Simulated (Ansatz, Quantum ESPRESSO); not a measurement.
## Ba2C (Fm-3m): zone-centre phonons

Which modes does Ba2C (Fm-3m) have at the zone centre?

Calculated with Quantum ESPRESSO 7.5; DFT LDA, scalar-relativistic, plane waves, PseudoDojo norm-conserving pseudopotentials.

This is a report of a sequence of runs, with most program output left out.

The structure was built from a prototype and need not be the compound's stable phase.

### 1. Starting point

Symmetry: Fm-3m, No. 225, cubic system. Conventional cell: a = 6.319 Å, b = 6.319 Å, c = 6.319 Å, α = 90.00°, β = 90.00°, γ = 90.00°. C has 8 Ba at 2.74 Å nearest. Nearest to Ba lie 4 C at 2.74 Å. Farther neighbours are not listed.

### 2. A first look

A cheap run with smearing and empty bands tells whether the crystal has a gap, which decides between fixed occupations and smearing later on.

Contents of probe.in:

```
 &control
    calculation='scf',
    prefix='x',
    outdir='./tmp',
    pseudo_dir='./pseudo',
    tprnfor=.true.,
    tstress=.true.,
    verbosity='high',
 /
 &system
    ibrav=2,
    celldm(1)=11.94027231,
    nat=3,
    ntyp=2,
    ecutwfc=82.0,
    occupations='smearing',
    smearing='gaussian',
    degauss=0.01,
 /
 &electrons
    conv_thr=1.0d-07,
    mixing_beta=0.7,
    electron_maxstep=100,
 /
ATOMIC_SPECIES
 C      12.0110  C.upf
 Ba    137.3270  Ba.upf
ATOMIC_POSITIONS crystal
 C      0.000000000   0.000000000   0.000000000
 Ba     0.750000000   0.750000000   0.750000000
 Ba     0.250000000   0.250000000   0.250000000
K_POINTS automatic
 6 6 6 0 0 0
```

Started as:

```sh
> OMP_NUM_THREADS=1 mpirun -n 4 pw.x -nk 4 -in probe.in > probe.out
```

It took 12 s on 4 MPI ranks of Arm Neoverse V1, shared host; 48 s of CPU time.

Read from the output:

```yaml
volume_per_atom: 21.02 Å³
pressure: 17.67 GPa
gap_on_the_k_mesh: 0 eV
```

No gap opens on this mesh, so smearing is kept; the start stands at 18 GPa.

### 3. Relaxation

The relaxation runs at a cutoff a fifth above that of the response, since stress converges more slowly with the basis than frequencies do. Forces and stress are brought to rest with tight thresholds.

Contents of relax.in:

```
 &control
    calculation='vc-relax',
    prefix='x',
    outdir='./tmp',
    pseudo_dir='./pseudo',
    tprnfor=.true.,
    tstress=.true.,
    forc_conv_thr=2.0d-05,
    etot_conv_thr=1.0d-07,
    nstep=40,
 /
 &system
    ibrav=2,
    celldm(1)=11.94027231,
    nat=3,
    ntyp=2,
    ecutwfc=98,
    occupations='smearing',
    smearing='mv',
    degauss=0.02,
 /
 &electrons
    conv_thr=1.0d-11,
    mixing_beta=0.7,
    electron_maxstep=100,
 /
 &ions
 /
 &cell
    press_conv_thr=0.2,
 /
ATOMIC_SPECIES
 C      12.0110  C.upf
 Ba    137.3270  Ba.upf
ATOMIC_POSITIONS crystal
 C      0.000000000   0.000000000   0.000000000
 Ba     0.750000000   0.750000000   0.750000000
 Ba     0.250000000   0.250000000   0.250000000
K_POINTS automatic
 8 8 8 0 0 0
```

Started as:

```sh
> OMP_NUM_THREADS=1 mpirun -n 4 pw.x -nk 4 -in relax.in > relax.out
```

Run time: 3.7 min. Hardware: 4 MPI ranks; 15 min of CPU time.

The steps of the relaxation:

```tsv
step	energy less that of the first step (eV)	largest force (eV/Å)	pressure (GPa)	volume (Å³)
1	0.0000	0.0000	17.49	63.06
2	-0.4758	0.0000	9.35	68.86
3	-0.7269	0.0000	2.98	75.63
4	-0.7657	0.0000	0.53	79.27
5	-0.7672	0.0000	0.04	80.10
6	-0.7672	0.0000	0.00	80.18
7	-0.7672	0.0000	0.00	80.18
8	-0.7676	0.0000	0.01	80.18
```

```tsv
conventional cell, symmetrised	before	after	change
a (Å)	6.319	6.845	+8.3 %
b (Å)	6.319	6.845	+8.3 %
c (Å)	6.319	6.845	+8.3 %
volume (Å³/atom)	21.02	26.73	+27.1 %
```

The relaxed structure:

```xyz
3
Lattice="-3.4225 0.0000 3.4225 0.0000 3.4225 3.4225 -3.4225 3.4225 0.0000" Properties=species:S:1:pos:R:3 pbc="T T T"
C     0.0000    0.0000    0.0000
Ba   -5.1338    5.1338    5.1338
Ba   -1.7113    1.7113    1.7113
```

The last row of the table of steps is pw.x's closing run on a basis chosen anew for the final cell, so its energy can jump.

Read from the output:

| Quantity | Value |
| --- | --- |
| volume per atom | 26.73 Å³ |
| pressure | 0.01300 GPa |

The volume changes by +27.1 % from the cell with which this run began.

### 4. Ground state

Perturbation theory inherits every error of the wavefunctions, so the threshold is set near the limit of the arithmetic. Smearing stays on, as the first look found no gap above 0.3 eV.

Contents of scf.in:

```
 &control
    calculation='scf',
    prefix='x',
    outdir='./tmp',
    pseudo_dir='./pseudo',
    tprnfor=.true.,
    tstress=.true.,
 /
 &system
    ibrav=2,
    celldm(1)=12.93532035,
    nat=3,
    ntyp=2,
    ecutwfc=82.0,
    occupations='smearing',
    smearing='mv',
    degauss=0.02,
 /
 &electrons
    conv_thr=1.0d-12,
    mixing_beta=0.7,
    electron_maxstep=100,
 /
ATOMIC_SPECIES
 C      12.0110  C.upf
 Ba    137.3270  Ba.upf
ATOMIC_POSITIONS crystal
 C      0.000000000   0.000000000   0.000000000
 Ba     0.750000000   0.750000000   0.750000000
 Ba     0.250000000   0.250000000   0.250000000
K_POINTS automatic
 8 8 8 0 0 0
```

Started as:

```sh
> OMP_NUM_THREADS=1 mpirun -n 4 pw.x -nk 4 -in scf.in > scf.out
```

The job ended after 46 s (4 MPI ranks; 3 min of CPU time).

Numbers from this step:

```
pressure : -0.005 GPa
```

The cell stands at -0.005 GPa, close enough for phonons.

### 5. Linear response at Γ

At q = 0 one unit cell holds all displacements; symmetry groups them into irreducible representations that are solved one by one. With smeared occupations no response to a homogeneous field can be asked.

Contents of ph.in:

```
phonons
 &inputph
    prefix='x',
    outdir='./tmp',
    fildyn='g.dyn',
    tr2_ph=1.0d-18,
    alpha_mix(1)=0.4,
    nmix_ph=8,
 /
0.000000000000 0.000000000000 0.000000000000
```

Started as:

```sh
> OMP_NUM_THREADS=1 mpirun -n 4 ph.x -nk 4 -in ph.in > ph.out
```

The job ended after 8.7 min (4 MPI ranks).

This step gave:

```yaml
largest_acoustic_frequency_at_the_zone_centre_before_the_sum_rule: 0.83 cm⁻¹
highest_optical_zone_centre_mode_no_lo_to_term: 240.9 cm⁻¹
lowest_optical_zone_centre_mode: 70.77 cm⁻¹
```

The acoustic modes at Γ come out as far as 0.8 cm⁻¹ from zero, where they should vanish, a small numerical error.

### 6. Modes with the sum rule

A rigid shift of the crystal must cost nothing, but grids and finite bases break this; the acoustic sum rule is imposed before the matrix is diagonalised again.

Contents of dynmat.in:

```
 &input
    fildyn='g.dyn',
    asr='simple',
    fileig='dynmat.eig',
 /
```

Started as:

```sh
> dynmat.x -in dynmat.in > dynmat.out
```

Wall time 0.46 s (1 thread).

Numbers from this step:

- lowest optical zone-centre mode: 70.76 cm⁻¹

Unit eigenvectors of the mass-weighted matrix after the sum rule; no LO-TO term. Modes at Γ, with each element's share of the kinetic energy:

```tsv
mode	frequency (cm⁻¹)	symmetry	C %	Ba %
1	0.0	acoustic	4	96
2	0.0	acoustic	4	96
3	0.0	acoustic	4	96
4	70.8	T2g	0	100
5	70.8	T2g	0	100
6	70.8	T2g	0	100
7	240.9	T1u	96	4
8	240.9	T1u	96	4
9	240.9	T1u	96	4
```

Displacements in mode 5 (70.8 cm⁻¹), the largest set to 1:
```
C1   0.00  0.00  0.00
Ba2  0.01 -0.01  1.00
Ba3 -0.01  0.01 -1.00
```

Displacements in mode 9 (240.9 cm⁻¹), the largest set to 1:
```
C1   0.00  0.00  1.00
Ba2  0.00  0.00 -0.04
Ba3  0.00  0.00 -0.04
```

The rule moves no optical mode by more than 0.1 cm⁻¹.

### 7. Sum rules set otherwise (asr crystal)

The rule can be imposed in more than one way; the choices should agree where the raw error is small.

Contents of dynmat.in:

```
 &input
    fildyn='g.dyn',
    asr='crystal',
    fileig='dynmat.eig',
 /
```

Started as:

```sh
> dynmat.x -in dynmat.in > dynmat.out
```

Run time: 0.46 s. Hardware: 1 thread.

Numbers from this step:

- lowest optical zone-centre mode: 70.77 cm⁻¹

Zone-centre frequencies as printed; negative means imaginary. Modes:

```tsv
mode	frequency (cm⁻¹)
1	0
2	0
3	0
4	70.77
5	70.77
6	70.77
7	240.9
8	240.9
9	240.9
```

Against the first rule no mode moves by more than 0.1 cm⁻¹.

### 8. Sum rules set otherwise (asr no)

Without the rule the raw error of the acoustic modes shows.

Contents of dynmat.in:

```
 &input
    fildyn='g.dyn',
    asr='no',
    fileig='dynmat.eig',
 /
```

Started as:

```sh
> dynmat.x -in dynmat.in > dynmat.out
```

It took 0.45 s on 1 thread.

Zone-centre frequencies as printed; negative means imaginary. Modes:

```tsv
mode	frequency (cm⁻¹)
1	0.83
2	0.83
3	0.83
4	70.77
5	70.77
6	70.77
7	240.9
8	240.9
9	240.9
```

Against the first rule no mode moves by more than 0.9 cm⁻¹.

### 9. The same in Ansatz

The same cell goes through another code at the same cutoff. The files are of one family, but Ansatz's library holds files of its own making for some heavy elements, so those for Ba may differ. Its k mesh is centred on Γ.

This step: DFT LDA, scalar-relativistic, plane waves, norm-conserving pseudopotentials of its library (PseudoDojo's, some remade) (Ansatz 0.2.0).

Contents of input.yaml:

```yaml
crystal:
  lattice:
    - [-3.4225383719, 0.0, 3.4225383719]
    - [0.0, 3.4225383719, 3.4225383719]
    - [-3.4225383719, 3.4225383719, 0.0]
  atoms:
    - { symbol: C, position: [0.0, 0.0, 0.0] }
    - { symbol: Ba, position: [0.75, 0.75, 0.75] }
    - { symbol: Ba, position: [0.25, 0.25, 0.25] }
kpoints:
  mp_grid: { grid: [8, 8, 8] }
hamiltonian:
  xc: lda
  pseudopotentials: { kind: nc, accuracy: standard }
scf:
  occupations: { method: cold, width: 0.27211 }
output:
  eigenvalues: true
basis:
  ecutwfc: 1115.667
phonons:
  method: dfpt
```

Started as:

```sh
> ansatz run input.yaml --threads 4 --pin off --max-ram 8192MiB --backend cpu --events-out ev --progress --plain --runs-dir out
```

Elapsed: 32 s, on 4 threads; peak memory 1.5 GiB; 2.1 min of CPU time.

Read from the output:

```yaml
sum_rule_residual_before_enforcement: 6.98e-5 eV/Å²
highest_optical_zone_centre_mode_no_lo_to_term: 228.5 cm⁻¹
lowest_optical_zone_centre_mode: 65.23 cm⁻¹
```

### 10. The two compared: QE PseudoDojo and Ansatz, library NC

Worked out from the results:

```
root-mean-square difference : 9.62 cm⁻¹
largest difference          : 12.4 cm⁻¹
```

Optical modes, paired by symmetry label. Frequencies side by side, by row:

```tsv
q (reciprocal lattice)	mode	QE PseudoDojo (cm⁻¹)	Ansatz, library NC (cm⁻¹)
0 0 0	4	70.8	65.2
0 0 0	5	70.8	65.2
0 0 0	6	70.8	65.2
0 0 0	7	240.9	228.5
0 0 0	8	240.9	228.5
0 0 0	9	240.9	228.5
```

At the zone centre the largest difference (acoustic modes at Γ apart) is 5 % of the highest mode.

### 11. What came out

```yaml
space_group_after_relaxation: Fm-3m
volume_per_atom: 26.7 Å³
highest_optical_zone_centre_mode_no_lo_to_term: 240.9 cm⁻¹
lowest_optical_zone_centre_mode: 70.8 cm⁻¹
imaginary_optical_modes_at_the_zone_centre_no_q_mesh_in_this_session: none
largest_difference_from_ansatz_library_nc: 12.4 cm⁻¹
```

In words: At the LDA level the optical modes of Ba2C (Fm-3m) at the zone centre run from 71 to 241 cm⁻¹. Of the 6 optical modes, 3 are Raman active alone and 3 are infrared active alone; inversion symmetry keeps the two sets apart. QE PseudoDojo and Ansatz, library NC differ by 9.6 cm⁻¹ in the root mean square and by 12.4 cm⁻¹ at most, 5.1 % of the highest mode compared (acoustic modes at Γ left out); the two use different potentials, and the cell was not relaxed for the second set. These are harmonic frequencies at zero temperature: anharmonic shifts and linewidths and thermal expansion are left out. Spin-orbit coupling is left out, which can matter for the heavy elements here. In a metal the frequencies hang on the k mesh and the smearing, most of all near Kohn anomalies. The total energies of the two programs lie far apart, so at least one potential file in Ansatz's library differs from the published one read by the first program. The structure is a hypothetical one, built on a prototype.

[Host names and launcher messages were left out of these logs when they were recorded.]

[Logs are printed without paths, hosts, clocks, repeated set-up lines and the standing remarks that a program may print on its own settings, such as how far it seeks lower states.]

[Hosts, paths, dates, database ids (printed as entryN), source tags and the programs' standing remarks are cut or masked in the printed files.]
